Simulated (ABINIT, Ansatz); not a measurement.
# Quasiparticle gap of YScB2O6 (R-3) in ABINIT

Wanted: ground state, empty states, screening and self-energy for YScB2O6 (R-3).

Program: ABINIT 10.8.3. Level of theory: LDA and many-body steps on it, plane waves. Results are calculated unless marked as measured.

### Step 1. Set-up

It takes space group R-3 (No. 148, trigonal). Conventional cell: a = 4.911 Å, b = 4.911 Å, c = 16.119 Å, α = 90.00°, β = 90.00°, γ = 120.00°. Nearest to Y lie 6 O at 2.32 Å. Sc has 6 O at 2.14 Å nearest. Nearest to B lie 3 O at 1.39 Å. Nearest to O lie 1 B at 1.39 Å and 1 Sc at 2.14 Å and 1 Y at 2.32 Å. Farther neighbours and most contacts between anions are not listed.

The cell and positions are those that the Materials Project relaxed with its own functionals (PBE, PBE+U or r2SCAN), kept fixed.

### Step 2. Ground state

This step: ABINIT 10.8.3; DFT, LDA, plane waves, norm-conserving pseudopotentials.

The ground-state density comes first.

File run.abi:

```
acell 3*1.0 Angstrom
rprim 
  2.455259121368 1.417544514628 5.373024847406
  -2.455259121368 1.417544514628 5.373024847406
  0.000000000000 -2.835089029328 5.373024847387
ntypat 4
znucl 39 21 5 8
natom 10
typat 1 2 3 3 4 4 4 4 4 4
xred 
  0.500000000000 0.500000000000 0.500000000000
  0.000000000000 0.000000000000 0.000000000000
  0.255007000000 0.255007000000 0.255007000000
  0.744993000000 0.744993000000 0.744993000000
  0.233543000000 0.545880000000 0.981547000000
  0.981547000000 0.233543000000 0.545880000000
  0.545880000000 0.981547000000 0.233543000000
  0.018453000000 0.766457000000 0.454120000000
  0.454120000000 0.018453000000 0.766457000000
  0.766457000000 0.454120000000 0.018453000000
pp_dirpath "pseudos"
pseudos "Y.upf, Sc.upf, B.upf, O.upf"
ecut 36
ngkpt 6 6 6
nshiftk 1
shiftk 0 0 0
kptopt 1
chksymbreak 0
nband 41
occopt 1
tolvrs 1e-10
nstep 60
prtwf 0
optforces 0
optstress 0
indata_prefix "in"
outdata_prefix "out"
tmpdata_prefix "tmp"
```

Command:

```console
> OMP_NUM_THREADS=1 mpirun -n 4 abinit run.abi > log
```

Numbers of over 12 decimals in the logs are rounded to 6 here.

Output:

```text
.Version 10.8.3 of ABINIT. v10.8.2 released Aug 2026.

 Symmetries : space group R-3 (#148); Bravais hR (rhombohedral)
================================================================================
 Values of the parameters that define the memory need of the present run
     intxc =       0    ionmov =       0      iscf =       7    lmnmax =       6
     lnmax =       6     mgfft =      64  mpssoang =       3    mqgrid =    3001
     natom =      10  nloc_mem =       1    nspden =       1   nspinor =       1
    nsppol =       1      nsym =       6    n1xccc =    2501    ntypat =       4
    occopt =       1   xclevel =       1
-    mband =          41        mffmem =           1         mkmem =          10
       mpw =        7878          nfft =      262144          nkpt =          40
================================================================================
  Rough estimation (10% accuracy) of disk space for files :
================================================================================

--------------------------------------------------------------------------------
------------- Echo of variables that govern the present computation ------------
--------------------------------------------------------------------------------
 -outvars: echo values of preprocessed input variables --------
            acell      1.8897261259E+00  1.8897261259E+00  1.8897261259E+00 Bohr

      chksymbreak           0
             ecut      3.60000000E+01 Hartree
-          fftalg         312

              ixc       -1012
              kpt      0.00000000E+00  0.00000000E+00  0.00000000E+00
                       1.66666667E-01  0.00000000E+00  0.00000000E+00
                       3.33333333E-01  0.00000000E+00  0.00000000E+00
                       5.00000000E-01  0.00000000E+00  0.00000000E+00
                       1.66666667E-01  1.66666667E-01  0.00000000E+00
                       3.33333333E-01  1.66666667E-01  0.00000000E+00
                       5.00000000E-01  1.66666667E-01  0.00000000E+00
                      -3.33333333E-01  1.66666667E-01  0.00000000E+00
                      -1.66666667E-01  1.66666667E-01  0.00000000E+00
   [... 29 further rows ...]
                      -3.33333333E-01  5.00000000E-01  3.33333333E-01
                       5.00000000E-01  5.00000000E-01  5.00000000E-01
         kptrlatt        6    0    0      0    6    0      0    0    6
          kptrlen      5.56772077E+01
P           mkmem          10
            natom          10
            nband          41
            ngfft          64      64      64
             nkpt          40
            nstep          60
             nsym           6
           ntypat           4
              occ      2.000000  2.000000  2.000000  2.000000  2.000000  2.000000
                       2.000000  2.000000  2.000000  2.000000  2.000000  2.000000
                       2.000000  2.000000  2.000000  2.000000  2.000000  2.000000
                       2.000000  2.000000  2.000000  2.000000  2.000000  2.000000
                       2.000000  2.000000  2.000000  2.000000  2.000000  2.000000
                       2.000000  2.000000  0.000000  0.000000  0.000000  0.000000
                       0.000000  0.000000  0.000000  0.000000  0.000000
        optforces           0
        optstress           0
            prtwf           0
            rprim      2.4552591214E+00  1.4175445146E+00  5.3730248474E+00
[...]
spgroup         148

           tolvrs      1.00000000E-10

             xred      5.0000000000E-01  5.0000000000E-01  5.0000000000E-01
[...]
znucl       39.00000   21.00000    5.00000    8.00000

================================================================================

 chkinp: Checking input parameters for consistency.

================================================================================
== DATASET  1 ==================================================================
-   mpi_nproc: 4, omp_nthreads: 1 (-1 if OMP is not activated)

--- !DatasetInfo
iteration_state: {dtset: 1, }
dimensions: {natom: 10, nkpt: 40, mband: 41, nsppol: 1, nspinor: 1, nspden: 1, mpw: 7878, }
cutoff_energies: {ecut:  36.0, pawecutdg:  -1.0, }
electrons: {nelect:   6.40000000E+01, charge:   0.00000000E+00, occopt:   1.00000000E+00, tsmear:   1.00000000E-02, }

 Real(R)+Recip(G) space primitive vectors, cartesian coordinates (Bohr,Bohr^-1):
 R(1)=  4.6397673  2.6787709 10.1535454  G(1)=  0.1077640  0.0622176  0.0328293
 R(2)= -4.6397673  2.6787709 10.1535454  G(2)= -0.1077640  0.0622176  0.0328293
 R(3)=  0.0000000 -5.3575418 10.1535454  G(3)=  0.0000000 -0.1244352  0.0328293
 Unit cell volume ucvol=  7.5718280E+02 bohr^3
 Angles (23,13,12)=  4.76757032E+01  4.76757032E+01  4.76757032E+01 degrees

 getcut: wavevector=  0.0000  0.0000  0.0000  ngfft=  64  64  64
         ecut(hartree)=     36.000   => boxcut(ratio)=   2.06454

--- Pseudopotential description ------------------------------------------------
- Y Generated using ONCVPSP code by D. R. Hamann
- 39.00000  11.00000  180309                  znucl, zion, pspdat
12 -1012 2 -1 1724                            pspcod,pspxc,lmax,lloc,mmax
     nproj     2     2     2
  pspatm : epsatm=   18.49213021
         --- l  ekb(1:nproj) -->
[...]
nproj     2     2     1
  pspatm : epsatm=    6.27558587
         --- l  ekb(1:nproj) -->
[...]
2   -1.033686
 pspatm: atomic psp has been read  and splines computed

   4.87641902E+03                                ecore*ucvol(ha*bohr**3)
--------------------------------------------------------------------------------

_setup2: Arith. and geom. avg. npw (full set) are    7810.903    7810.886

================================================================================

--- !BeginCycle
iteration_state: {dtset: 1, }
solver: {iscf: 7, nstep: 60, nline: 4, wfoptalg: 0, }
tolerances: {tolvrs: 1.00E-10, }

     iter   Etot(hartree)      deltaE(h)  residm     vres2
 ETOT  1  -194.14195681396    -1.941E+02 1.195E-01 3.414E+03
 ETOT  2  -193.89819340485     2.438E-01 5.378E-02 4.775E+03
 ETOT  3  -194.83363574976    -9.354E-01 2.558E-02 1.452E+02
 ETOT  4  -194.85098663198    -1.735E-02 1.315E-02 2.025E+01
 ETOT  5  -194.85340729777    -2.421E-03 4.245E-03 7.121E-01
 ETOT  6  -194.85351953514    -1.122E-04 5.236E-03 1.629E-03
 ETOT  7  -194.85352030513    -7.700E-07 3.723E-03 1.630E-03
 ETOT  8  -194.85352054667    -2.415E-07 3.813E-03 2.395E-04
 ETOT  9  -194.85352057464    -2.798E-08 3.346E-03 1.288E-05
 ETOT 10  -194.85352057615    -1.505E-09 2.851E-03 2.532E-07
 ETOT 11  -194.85352057623    -8.401E-11 2.865E-03 3.662E-08
 ETOT 12  -194.85352057625    -1.515E-11 2.995E-03 6.439E-10
 ETOT 13  -194.85352057624     6.480E-12 2.271E-03 1.066E-10
 ETOT 14  -194.85352057623     5.258E-12 2.148E-03 4.288E-12

 At SCF step   14       vres2   =  4.29E-12 < tolvrs=  1.00E-10 =>converged.

--- !ResultsGS
iteration_state: {dtset: 1, }
comment   : Summary of ground state results
lattice_vectors:
- [  4.6397673,   2.6787709,  10.1535454, ]
- [ -4.6397673,   2.6787709,  10.1535454, ]
- [  0.0000000,  -5.3575418,  10.1535454, ]
lattice_lengths: [  11.48032,   11.48032,   11.48032, ]
lattice_angles: [ 47.676,  47.676,  47.676, ] # degrees, (23, 13, 12)
lattice_volume:   7.5718280E+02
convergence: {deltae:  5.258E-12, res2:  4.288E-12, residm:  2.148E-03, diffor:  0.000E+00, }
etotal    :  -1.94853521E+02
entropy   :   0.00000000E+00
fermie    :   1.24673816E-01
cartesian_stress_tensor: null
pressure_GPa: null
xred      :
- [  5.0000E-01,   5.0000E-01,   5.0000E-01,  Y]
- [  0.0000E+00,   0.0000E+00,   0.0000E+00, Sc]
- [  2.5501E-01,   2.5501E-01,   2.5501E-01,  B]
- [  7.4499E-01,   7.4499E-01,   7.4499E-01,  B]
- [  2.3354E-01,   5.4588E-01,   9.8155E-01,  O]
- [  9.8155E-01,   2.3354E-01,   5.4588E-01,  O]
- [  5.4588E-01,   9.8155E-01,   2.3354E-01,  O]
- [  1.8453E-02,   7.6646E-01,   4.5412E-01,  O]
- [  4.5412E-01,   1.8453E-02,   7.6646E-01,  O]
- [  7.6646E-01,   4.5412E-01,   1.8453E-02,  O]
cartesian_forces: null
force_length_stats: {min: null, max: null, mean: null, }

 Integrated electronic density in atomic spheres:
 ------------------------------------------------
 Atom  Sphere_radius  Integrated_density
[...]
================================================================================

 ----iterations are completed or convergence reached----

 Mean square residual over all n,k,spin=   11.292E-06; max=  21.484E-04
 reduced coordinates (array xred) for   10 atoms
[...]
0.981547000000      0.233543000000      0.545880000000
       0.545880000000      0.981547000000      0.233543000000
       0.018453000000      0.766457000000      0.454120000000
       0.454120000000      0.018453000000      0.766457000000
       0.766457000000      0.454120000000      0.018453000000
 rms dE/dt=  0.0000E+00; max dE/dt=  0.0000E+00; dE/dt below (all hartree)
    1       0.000000000000      0.000000000000      0.000000000000
    2       0.000000000000      0.000000000000      0.000000000000
    3       0.000000000000      0.000000000000      0.000000000000
    4       0.000000000000      0.000000000000      0.000000000000
    5       0.000000000000      0.000000000000      0.000000000000
    6       0.000000000000      0.000000000000      0.000000000000
    7       0.000000000000      0.000000000000      0.000000000000
    8       0.000000000000      0.000000000000      0.000000000000
    9       0.000000000000      0.000000000000      0.000000000000
   10       0.000000000000      0.000000000000      0.000000000000

 cartesian coordinates (angstrom) at end:
[...]
6      1.836544     0.174826     9.461736
    7     -1.069675     1.503081     9.461736
    8     -1.836544    -0.174826     6.657339
    9      1.069675    -1.503081     6.657339
   10      0.766868     1.677906     6.657339
 length scales=  1.889726125908  1.889726125908  1.889726125908 bohr
              =  1.000000000000  1.000000000000  1.000000000000 angstroms
 prteigrs : about to open file out_EIG
 Fermi (or HOMO) energy (hartree) =   0.12467   Average Vxc (hartree)=  -0.40741
 Eigenvalues (hartree) for nkpt=  40  k points:
 kpt#   1, nband= 41, wtk=  0.00463, kpt=  0.0000  0.0000  0.0000 (reduced coord)
  -1.60525   -1.34836   -0.83258   -0.83258   -0.83090   -0.62538   -0.62310   -0.62310
  -0.54964   -0.51264   -0.48869   -0.48869   -0.46666   -0.46666   -0.07692   -0.07595
  -0.06305   -0.05949   -0.05949   -0.03389   -0.03389    0.03133    0.03133    0.03758
   0.07923    0.07986    0.07986    0.08720    0.08720    0.11153    0.11540    0.11540
   0.30289    0.30289    0.30578    0.33328    0.33978    0.33979    0.36220    0.36842
   0.39637
 prteigrs : prtvol=0 or 1, do not print more k-points.

--- !EnergyTerms
iteration_state     : {dtset: 1, }
comment             : Components of total free energy in Hartree
kinetic             :  9.98154524643688E+01
hartree             :  4.42337538739210E+01
xc                  : -4.32688955851868E+01
Ewald energy        : -1.40285959564156E+02
psp_core            :  6.44021366427822E+00
local_psp           : -1.52060073779704E+02
non_local_psp       : -9.72801164975616E+00
total_energy        : -1.94853520576235E+02
total_energy_eV     : -5.30223440978913E+03
band_energy         : -1.97311490430123E+01

== END DATASET(S) ==============================================================
================================================================================

 -outvars: echo values of variables after computation  --------
           etotal     -1.9485352058E+02
            nband          41
             nkpt          40
          spgroup         148
 [... the other variables as echoed above ...]

 Calculation completed.
```

Elapsed: 3.7 min, on 4 MPI ranks of Arm Neoverse V1, shared host; peak memory 0.67 GiB.

This step gave:

- total energy: -5302.2344 eV
- gap: 4.393 eV
- k of the valence top: 0.5, 0.5, 0
- k of the conduction bottom: 0.5, 0.5, 0
- least direct gap: 4.393 eV

The gap is direct, at (0.500, 0.500, 0.000).

(Continued in part 2 of 3.)

[Paths, hosts, dates, memory and timing lines, banners, echoed tables and standing remarks are left out of the program output.]

[Logs are printed without paths, hosts, clocks, repeated set-up lines and the standing remarks that a program may print on its own settings, such as how far it seeks lower states.]

[Runs of the session that timed out or met a known fault of the program may be left out.]

[Hosts, paths, dates, database ids (printed as entryN), source tags and the programs' standing remarks are cut or masked in the printed files.]

[G0W0 gaps are taken among the corrected bands and points alone; a level outside them can change the order at an edge.]

[Where Ansatz stands beside ABINIT at settings called matched, ABINIT's density can come from a denser mesh and the files from another edition; pairs whose starting gaps differed by over 0.03 eV were left out, so agreement reads better than it is.]
